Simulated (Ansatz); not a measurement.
# Band gap of LaGaO3 (R-3c) from density functionals to GW

Wanted: a ladder of band gaps for LaGaO3 (R-3c), from density functionals to G0W0.

Method: density functionals, hybrids and G0W0, plane waves, PAW, in Ansatz 0.2.0.

Report form: the programs' logs are mostly left out.

In doubt: masses and optical values from hybrid runs of this build are listed as unsure (steps 7, 8), which bears on the screening that GW takes from such a start.

### 1. Set-up

It takes space group R-3c (No. 167, trigonal). Conventional cell: a = 5.543 Å, b = 5.543 Å, c = 13.433 Å, α = 90.00°, β = 90.00°, γ = 120.00°. La has 12 O at 2.47 to 3.08 Å nearest. Nearest to Ga lie 6 O at 1.98 Å. Nearest to O lie 2 Ga at 1.98 Å and 4 La at 2.47 to 3.08 Å. Farther neighbours and most contacts between anions are not listed.

The cell and positions come from the Crystallography Open Database and are kept as given unless a step says otherwise. Spin-orbit coupling is left out unless a step names it.

The logs state that the PAW files were generated under PBE.

### 2. r2SCAN on the 6×6×6 mesh

Levels along a band path and on the mesh show where this functional puts the band edges.

This step: DFT, r2SCAN, plane waves, PAW; PAW set soft_1.

Input file input.yaml:

```yaml
crystal:
  lattice:
    - [2.77145, 1.6000974035, 4.4776]
    - [-2.77145, 1.6000974035, 4.4776]
    - [0.0, -3.2001948071, 4.4776]
  atoms:
    - { symbol: La, position: [0.25, 0.25, 0.25] }
    - { symbol: La, position: [0.75, 0.75, 0.75] }
    - { symbol: Ga, position: [0.0, 0.0, 0.0] }
    - { symbol: Ga, position: [0.5, 0.5, 0.5] }
    - { symbol: O, position: [0.8048, 0.6952, 0.25] }
    - { symbol: O, position: [0.25, 0.8048, 0.6952] }
    - { symbol: O, position: [0.6952, 0.25, 0.8048] }
    - { symbol: O, position: [0.1952, 0.3048, 0.75] }
    - { symbol: O, position: [0.75, 0.1952, 0.3048] }
    - { symbol: O, position: [0.3048, 0.75, 0.1952] }
kpoints:
  mp_grid: { grid: [6, 6, 6] }
  band_path:
    path:
      - [[0.0, 0.0, 0.0], [0.5, 0.5, 0.5], [0.74819777, 0.25180223, 0.5]]
      - [[0.5, -0.25180223, 0.25180223], [0.5, 0.0, 0.0], [0.0, 0.0, 0.0], [0.37590111, -0.37590111, 0.0]]
      - [[0.62409889, 0.0, 0.37590111], [0.5, 0.0, 0.5], [0.0, 0.0, 0.0]]
    npoints: 10
hamiltonian:
  xc: r2scan
  pseudopotentials: { kind: paw, azcp: { folder: soft_1 } }
scf:
  occupations: { method: fermi_dirac, width: 0.02 }
  n_extra_bands: 7
output:
  eigenvalues: true
  write_density: true
  write_potential: true
  elf: true
  volumetric_format: npy
```

Run with:

```bash
ansatz run input.yaml --threads 4 --pin off --max-ram 138240MiB --backend cuda --events-out ev --progress --plain --runs-dir out --devices 1 --max-vram 26GiB
```

Run time: 11 s. Hardware: 1 × NVIDIA H100 80GB HBM3 (shared by 3 runs) with 4 threads of AMD EPYC 7R13 (Zen 3), shared host; peak memory 1.3 GiB.

This step gave:

| Item | Value |
| --- | --- |
| filled bands | 42 |
| gap | 4.376 eV |
| valence top at | k = (0.338, -0.338, 0.000) |
| conduction bottom at | Γ |
| least direct gap | 4.523 eV |

Over mesh and path the gap is 4.376 eV, from k = (0.338, -0.338, 0.000) to k = Γ. The least direct gap found is 4.523 eV, at k = Γ.

### 3. r2SCAN+SOC on the 6×6×6 mesh

This run has two-component orbitals with spin-orbit coupling.

This step: DFT, r2SCAN with spin-orbit coupling, plane waves, PAW; PAW set soft_1.

input.yaml, the sections that differ from step 2:

```yaml
kpoints:
  mp_grid: { grid: [6, 6, 6] }
  band_path:
    path:
      - [0.0, 0.0, 0.0]
      - [0.5, 0.5, 0.5]
      - [0.74819777, 0.25180223, 0.5]
      - [0.5, -0.25180223, 0.25180223]
      - [0.5, 0.0, 0.0]
      - [0.37590111, -0.37590111, 0.0]
      - [0.62409889, 0.0, 0.37590111]
      - [0.5, 0.0, 0.5]
      - [0.338310999, -0.338310999, 0.0]
    npoints: 1
hamiltonian:
  xc: r2scan
  pseudopotentials: { kind: paw_fr, azcp: { folder: soft_1 } }
scf:
  occupations: { method: fixed }
  n_extra_bands: 14
magnetization:
  noncollinear: true
  spin_orbit: true
# crystal, output: as in step 2
```

Run time: 16 s. Hardware: 1 × NVIDIA H100 80GB HBM3 (shared by 3 runs) with 4 threads; peak memory 1.7 GiB; 21 s of CPU time.

This step gave:

| Item | Value |
| --- | --- |
| gap | 4.377 eV |
| valence top at | k = (0.338, -0.338, 0.000) |
| conduction bottom at | Γ |
| least direct gap | 4.507 eV |

Over mesh and listed points the gap is 4.377 eV, from k = (0.338, -0.338, 0.000) to k = Γ. The least direct gap found is 4.507 eV, at k = Γ. r2SCAN+SOC against r2SCAN: 4.377 − 4.376 = +0.001 eV, with the same mesh, set of files (read in its fully relativistic form for the spin-orbit run) and cutoff, and both edges at the same k points. The spin-orbit run sees mesh and listed points alone, so its gap is an upper bound: the coupling can move an edge off these points, and the change over the zone, its sign included where it is small, is not known.

### 4. HSE06 on the 4×4×4 mesh

HSE06 mixes in a quarter of exact exchange at short range.

This step: DFT, HSE06, plane waves, PAW; PAW set soft_1.

input.yaml: that of step 3 with these lines changed.

```diff
@@ -17,3 +17,3 @@
 kpoints:
-  mp_grid: { grid: [6, 6, 6] }
+  mp_grid: { grid: [4, 4, 4] }
   band_path:
@@ -31,10 +31,7 @@
 hamiltonian:
-  xc: r2scan
-  pseudopotentials: { kind: paw_fr, azcp: { folder: soft_1 } }
+  xc: hse06
+  pseudopotentials: { kind: paw, azcp: { folder: soft_1 } }
 scf:
   occupations: { method: fixed }
-  n_extra_bands: 14
-magnetization:
-  noncollinear: true
-  spin_orbit: true
+  n_extra_bands: 7
 output:
```

The job ended after 36 s (1 × NVIDIA H100 80GB HBM3 (shared by 3 runs) with 4 threads; peak memory 1.5 GiB; 83 s of CPU time).

This step gave:

| Item | Value |
| --- | --- |
| gap | 5.390 eV |
| valence top at | k = (0.338, -0.338, 0.000) |
| conduction bottom at | Γ |
| least direct gap | 5.527 eV |
| exact-exchange fraction | 0.25 |

Over mesh and listed points the gap is 5.390 eV, from k = (0.338, -0.338, 0.000) to k = Γ. The least direct gap found is 5.527 eV, at k = Γ. On the 4×4×4 mesh alone the same run gives 5.402 eV, so that mesh misses an edge of HSE06: 5.402 − 5.390 = +0.012 eV. HSE06 against r2SCAN: 5.390 − 4.376 = +1.014 eV. The runs also differ in mesh (6×6×6 and 4×4×4) and plane-wave cutoff (500 eV and 420 eV), so how much of this comes from the functional alone is not known.

### 5. HSE06+SOC on the 4×4×4 mesh

This step: DFT, HSE06 with spin-orbit coupling, plane waves, PAW; PAW set soft_1.

input.yaml: that of step 4 with these lines changed.

```diff
@@ -32,6 +32,9 @@
   xc: hse06
-  pseudopotentials: { kind: paw, azcp: { folder: soft_1 } }
+  pseudopotentials: { kind: paw_fr, azcp: { folder: soft_1 } }
 scf:
   occupations: { method: fixed }
-  n_extra_bands: 7
+  n_extra_bands: 14
+magnetization:
+  noncollinear: true
+  spin_orbit: true
 output:
```

Wall time 3.1 min (1 × NVIDIA H100 80GB HBM3 (shared by 3 runs) with 4 threads); peak memory 3.5 GiB; 10 min of CPU time.

This step gave:

```
gap                     : 5.388 eV
valence top at          : k = (0.338, -0.338, 0.000)
conduction bottom at    : Γ
least direct gap        : 5.506 eV
exact-exchange fraction : 0.25
```

Over mesh and listed points the gap is 5.388 eV, from k = (0.338, -0.338, 0.000) to k = Γ. The least direct gap found is 5.506 eV, at k = Γ. On the 4×4×4 mesh alone the same run gives 5.401 eV, so that mesh misses an edge of HSE06+SOC: 5.401 − 5.388 = +0.013 eV. HSE06+SOC against HSE06: 5.388 − 5.390 = −0.002 eV, with the same mesh, set of files (read in its fully relativistic form for the spin-orbit run) and cutoff, and both edges at the same k points. The spin-orbit run sees mesh and listed points alone, so its gap is an upper bound: the coupling can move an edge off these points, and the change over the zone, its sign included where it is small, is not known.

### 6. G0W0@r2SCAN, 4×4×4 mesh, 2003 empty bands, screening to 380 eV, hard PAW files

G0W0 replaces the xc potential by a self-energy built once from the orbitals of the start. Levels are corrected in the window of bands that the input names, at points of the mesh.

This step: G0W0 on r2SCAN, plane waves, PAW.

Input file input.yaml:

```yaml
crystal:
  lattice:
    - [2.77145, 1.6000974035, 4.4776]
    - [-2.77145, 1.6000974035, 4.4776]
    - [0.0, -3.2001948071, 4.4776]
  atoms:
    - { symbol: La, position: [0.25, 0.25, 0.25] }
    - { symbol: La, position: [0.75, 0.75, 0.75] }
    - { symbol: Ga, position: [0.0, 0.0, 0.0] }
    - { symbol: Ga, position: [0.5, 0.5, 0.5] }
    - { symbol: O, position: [0.8048, 0.6952, 0.25] }
    - { symbol: O, position: [0.25, 0.8048, 0.6952] }
    - { symbol: O, position: [0.6952, 0.25, 0.8048] }
    - { symbol: O, position: [0.1952, 0.3048, 0.75] }
    - { symbol: O, position: [0.75, 0.1952, 0.3048] }
    - { symbol: O, position: [0.3048, 0.75, 0.1952] }
kpoints:
  mp_grid: { grid: [4, 4, 4] }
hamiltonian:
  xc: r2scan
  pseudopotentials: { kind: paw, source: ansatz }
scf:
  occupations: { method: fixed }
gw:
  n_empty_bands: 2003
  ecut_chi: 380
  qp_bands: [v3, c3]
  qp_kpoints: band_edges
  screening: { model: contour_deformation }
```

Wall time 7 min (1 × NVIDIA H100 80GB HBM3 (shared by 3 runs) with 4 threads); peak memory 16 GiB.

Numbers from this step:

```yaml
bands_summed: 2053
rpa_eps_infinity_on_this_mesh_eigenvalues: 4.237, 4.404, 4.404
plane_waves_in_the_screening_matrix: 2013
g0w0_gap_over_the_corrected_points: 5.742 eV
k_of_the_valence_top: 0, -0.5, -0.5
k_of_the_conduction_bottom: 0, 0, 0
starting_gap_on_the_mesh: 4.369 eV
z_at_the_valence_top: 0.7680
z_at_the_conduction_bottom: 0.8297
least_direct_g0w0_gap_over_the_corrected_points: 5.865 eV
```

Over all 13 irreducible mesh points the G0W0 gap is 5.742 eV, from k = (0.000, -0.500, -0.500) to k = Γ. The r2SCAN gap of this run on the mesh is 4.369 eV. The two states that bound the G0W0 gap lie that far apart at the start, so the correction of the gap is 5.742 − 4.369 = +1.373 eV. The program marks 32 of the 78 corrected levels as in doubt (energies apart), neither edge state among them.

### 7. G0W0@HSE06, 4×4×4 mesh, 708 empty bands, screening to 190 eV, hard PAW files

This step: G0W0 on HSE06, plane waves, PAW.

input.yaml: that of step 6 with these lines changed.

```diff
@@ -19,3 +19,3 @@
 hamiltonian:
-  xc: r2scan
+  xc: hse06
   pseudopotentials: { kind: paw, source: ansatz }
@@ -24,4 +24,4 @@
 gw:
-  n_empty_bands: 2003
-  ecut_chi: 380
+  n_empty_bands: 708
+  ecut_chi: 190.0
   qp_bands: [v3, c3]
```

Elapsed: 4.5 min, on 1 × NVIDIA H100 80GB HBM3 (shared by 3 runs) with 4 threads; peak memory 5.1 GiB.

This step gave:

```yaml
bands_summed: 758
rpa_eps_infinity_on_this_mesh_eigenvalues: 3.780, 3.908, 3.908
plane_waves_in_the_screening_matrix: 725
g0w0_gap_over_the_corrected_points: 6.167 eV
k_of_the_valence_top: 0, -0.5, -0.5
k_of_the_conduction_bottom: 0, 0, 0
starting_gap_on_the_mesh: 5.418 eV
z_at_the_valence_top: 0.7918
z_at_the_conduction_bottom: 0.8464
least_direct_g0w0_gap_over_the_corrected_points: 6.280 eV
```

Over all 13 irreducible mesh points the G0W0 gap is 6.167 eV, from k = (0.000, -0.500, -0.500) to k = Γ. The HSE06 gap of this run on the mesh is 5.418 eV. The two states that bound the G0W0 gap lie that far apart at the start, so the correction of the gap is 6.167 − 5.418 = +0.749 eV. G0W0@HSE06 against G0W0@r2SCAN with 758 bands (a further run, in the table below): 6.167 − 5.665 = +0.502 eV. The runs also differ in plane-wave cutoff (1300 eV and 1020 eV), so how much of this comes from the start alone is not known. The program marks 3 of the 78 corrected levels as in doubt (energies apart), neither edge state among them.

### 8. G0W0@PBE0, 4×4×4 mesh, 708 empty bands, screening to 190 eV, hard PAW files

This step: G0W0 on PBE0, plane waves, PAW.

input.yaml: that of step 7 with these lines changed.

```diff
@@ -19,3 +19,3 @@
 hamiltonian:
-  xc: hse06
+  xc: pbe0
   pseudopotentials: { kind: paw, source: ansatz }
```

The job ended after 4.9 min (1 × NVIDIA H100 80GB HBM3 (shared by 3 runs) with 4 threads; peak memory 5 GiB; 8.7 min of CPU time).

This step gave:

```
bands summed                                    : 758
RPA ε∞ on this mesh (eigenvalues)               : 3.596, 3.714, 3.714
plane waves in the screening matrix             : 725
G0W0 gap over the corrected points              : 6.371 eV
k of the valence top                            : 0, -0.5, -0.5
k of the conduction bottom                      : 0, 0, 0
starting gap on the mesh                        : 6.153 eV
Z at the valence top                            : 0.8016
Z at the conduction bottom                      : 0.8536
least direct G0W0 gap over the corrected points : 6.484 eV
```

Over all 13 irreducible mesh points the G0W0 gap is 6.371 eV, from k = (0.000, -0.500, -0.500) to k = Γ. The PBE0 gap of this run on the mesh is 6.153 eV. The two states that bound the G0W0 gap lie that far apart at the start, so the correction of the gap is 6.371 − 6.153 = +0.218 eV. G0W0@PBE0 against G0W0@HSE06 with 758 bands: 6.371 − 6.167 = +0.204 eV, with the same mesh, files and cutoffs, and both edges at the same k points.

### 9. Gap and time by level

Each gap is the least one over the points named; times are wall times on shared hosts, not benchmarks. A G0W0 time includes the run's own self-consistent start. Runs with listed points see these and the mesh alone, so an edge that moves elsewhere is missed. Rows marked * are further runs, not shown as steps, whose inputs differ from the G0W0 step on the same start in the columns given; solver thresholds can differ too.

```
       level   mesh       files, cutoff  bands summed, screening                          points  gap (eV)              valence top  conduction bottom  least direct gap (eV)     time
      r2SCAN  6×6×6  soft_1 PAW, 500 eV                        -                   mesh and path     4.376   (0.338, -0.338, 0.000)                  Γ                  4.523     11 s
  r2SCAN+SOC  6×6×6  soft_1 PAW, 500 eV                        -          mesh and listed points     4.377   (0.338, -0.338, 0.000)                  Γ                  4.507     16 s
       HSE06  4×4×4  soft_1 PAW, 420 eV                        -          mesh and listed points     5.390   (0.338, -0.338, 0.000)                  Γ                  5.527     36 s
   HSE06+SOC  4×4×4  soft_1 PAW, 420 eV                        -          mesh and listed points     5.388   (0.338, -0.338, 0.000)                  Γ                  5.506  3.1 min
G0W0@r2SCAN*  4×4×4   hard PAW, 1300 eV              362, 110 eV  all 13 irreducible mesh points     5.605  (0.000, -0.500, -0.500)                  Γ                  5.711     69 s
G0W0@r2SCAN*  4×4×4   hard PAW, 1300 eV              758, 190 eV  all 13 irreducible mesh points     5.665  (0.000, -0.500, -0.500)                  Γ                  5.783    2 min
G0W0@r2SCAN*  4×4×4   hard PAW, 1300 eV             1250, 270 eV  all 13 irreducible mesh points     5.704  (0.000, -0.500, -0.500)                  Γ                  5.825  3.7 min
 G0W0@r2SCAN  4×4×4   hard PAW, 1300 eV             2053, 380 eV  all 13 irreducible mesh points     5.742  (0.000, -0.500, -0.500)                  Γ                  5.865    7 min
G0W0@r2SCAN*  6×6×6   hard PAW, 1300 eV              362, 110 eV  all 32 irreducible mesh points     5.590   (0.000, 0.333, -0.333)                  Γ                  5.706  6.9 min
  G0W0@HSE06  4×4×4   hard PAW, 1020 eV              758, 190 eV  all 13 irreducible mesh points     6.167  (0.000, -0.500, -0.500)                  Γ                  6.280  4.5 min
   G0W0@PBE0  4×4×4   hard PAW, 1020 eV              758, 190 eV  all 13 irreducible mesh points     6.371  (0.000, -0.500, -0.500)                  Γ                  6.484  4.9 min
```

### 10. Summary of results

| Property | Result |
| --- | --- |
| r2SCAN, over mesh and path | 4.376 eV |
| r2SCAN+SOC, over mesh and listed points | 4.377 eV |
| HSE06, over mesh and listed points | 5.390 eV |
| HSE06+SOC, over mesh and listed points | 5.388 eV |
| G0W0@r2SCAN (2053 bands, 4×4×4), over all 13 irreducible mesh points | 5.742 eV |
| G0W0@HSE06, over all 13 irreducible mesh points | 6.167 eV |
| G0W0@PBE0, over all 13 irreducible mesh points | 6.371 eV |
| known limits | finite bands, screening cutoff and k mesh; no spin-orbit coupling in G0W0; d shells not analysed |

The rows run from 4.376 eV (r2SCAN) to 6.371 eV (G0W0@PBE0). They differ in mesh, files, plane-wave cutoff, bands and screening cutoff of G0W0 and the points over which the gap was sought as well as in level, so only pairs that share these are like for like. r2SCAN+SOC against r2SCAN: 4.377 − 4.376 = +0.001 eV, with the same mesh, set of files (read in its fully relativistic form for the spin-orbit run) and cutoff, and both edges at the same k points. The spin-orbit run sees mesh and listed points alone, so its gap is an upper bound: the coupling can move an edge off these points, and the change over the zone, its sign included where it is small, is not known. HSE06+SOC against HSE06: 5.388 − 5.390 = −0.002 eV, with the same mesh, set of files (read in its fully relativistic form for the spin-orbit run) and cutoff, and both edges at the same k points. The spin-orbit run sees mesh and listed points alone, so its gap is an upper bound: the coupling can move an edge off these points, and the change over the zone, its sign included where it is small, is not known. G0W0@PBE0 against G0W0@HSE06 with 758 bands: 6.371 − 6.167 = +0.204 eV, with the same mesh, files and cutoffs, and both edges at the same k points. G0W0@r2SCAN (2053 bands, 4×4×4) moves the gap of its own start on the mesh by 5.742 − 4.369 = +1.373 eV, between the same two levels. Over mesh and path, r2SCAN puts the valence top at k = (0.338, -0.338, 0.000), which is no corrected point. The start's gap on the mesh of the G0W0 run, 4.369 eV, is no wider than the 4.376 eV found there (the runs differ in mesh (6×6×6 and 4×4×4), files (soft_1 PAW and hard PAW) and plane-wave cutoff (500 eV and 1300 eV)), so it is not shown that this mesh misses an edge. Levels at other points were not corrected, so a lower G0W0 gap elsewhere in the zone is not ruled out. G0W0@HSE06 moves the gap of its own start on the mesh by 6.167 − 5.418 = +0.749 eV, between the same two levels. Over mesh and listed points, HSE06 puts the valence top at k = (0.338, -0.338, 0.000), where no G0W0 correction was computed. The G0W0 gap over the whole zone is therefore not known from this run; at its settings it can only be equal to or under the 6.167 eV found, and no correction is carried over from another point. For the start itself the gap is 5.390 eV over mesh and listed points and 5.418 eV on the mesh of the G0W0 run, in runs that differ in files (soft_1 PAW and hard PAW) and plane-wave cutoff (420 eV and 1020 eV). G0W0@PBE0 moves the gap of its own start on the mesh by 6.371 − 6.153 = +0.218 eV, between the same two levels. No PBE0 run over points off the mesh is shown, so for G0W0@PBE0 the gap over the whole zone is not known. What spin-orbit coupling does to the G0W0 levels was not computed, so no sum with the G0W0 gap is formed. For G0W0@r2SCAN: from 362 bands and 110 eV to 2053 bands and 380 eV the gap moves by 5.742 − 5.605 = +0.137 eV (rung by rung 5.605, 5.665, 5.704, 5.742 eV); bands and screening cutoff rise together, so their parts are not told apart. A line in one over the bands through the two highest rungs gives 5.742 + (5.742 − 5.704) × 1250 / (2053 − 1250) = 5.801 eV, and through the pair below 5.704 + (5.704 − 5.665) × 758 / (1250 − 758) = 5.764 eV. The two differ by 0.037 eV, not under the 0.030 eV asked, so the law does not hold well over these rungs and the limit is not known. The other G0W0 rows are shown at one basis each (758 bands), so their distance from the limit is not known here. With the 6×6×6 mesh in place of the 4×4×4 mesh and all else as in the G0W0@r2SCAN row with 362 bands, the gap differs by 5.590 − 5.605 = −0.015 eV, and that of the start by 4.363 − 4.369 = −0.006 eV; an edge lies at another k point, so this need not be the shift of one pair of states. For G0W0@r2SCAN (2053 bands, 4×4×4): the program marks 32 of the 78 corrected levels as in doubt (energies apart), neither edge state among them. For G0W0@HSE06: the program marks 3 of the 78 corrected levels as in doubt (energies apart), neither edge state among them. The G0W0 runs are scalar-relativistic. One-shot GW is known to converge slowly in bands for compounds with shallow d shells. The cell holds Ga; the filling of the d shell and its place against the gap were not analysed here. The cell holds La; where the f levels lie against the gap was not analysed here. G0W0 is shown with one set of atomic data (hard PAW), so the error from the files is not known here.

[Paths, hosts, dates, memory and timing lines, banners, echoed tables and standing remarks are left out of the program output.]

[Logs are printed without paths, hosts, clocks, repeated set-up lines and the standing remarks that a program may print on its own settings, such as how far it seeks lower states.]

[Runs of the session that timed out or met a known fault of the program may be left out.]

[Cells called generated may have been cut or substituted from an entry of the Crystallography Open Database or the Materials Project.]

[Hosts, paths, dates, database ids (printed as entryN), source tags and the programs' standing remarks are cut or masked in the printed files.]

[Where an RPA ε∞ is given, it is that of the G0W0 mesh and is not shown converged in it. Names of k-points follow the symmetry that the program found, which can be lower than the space group named. Band edges on a path are those of the sampled points; other points can move an edge, and change direct to indirect where valleys lie close.]

[Hybrid gaps are those of their k-mesh and are not shown converged in it.]
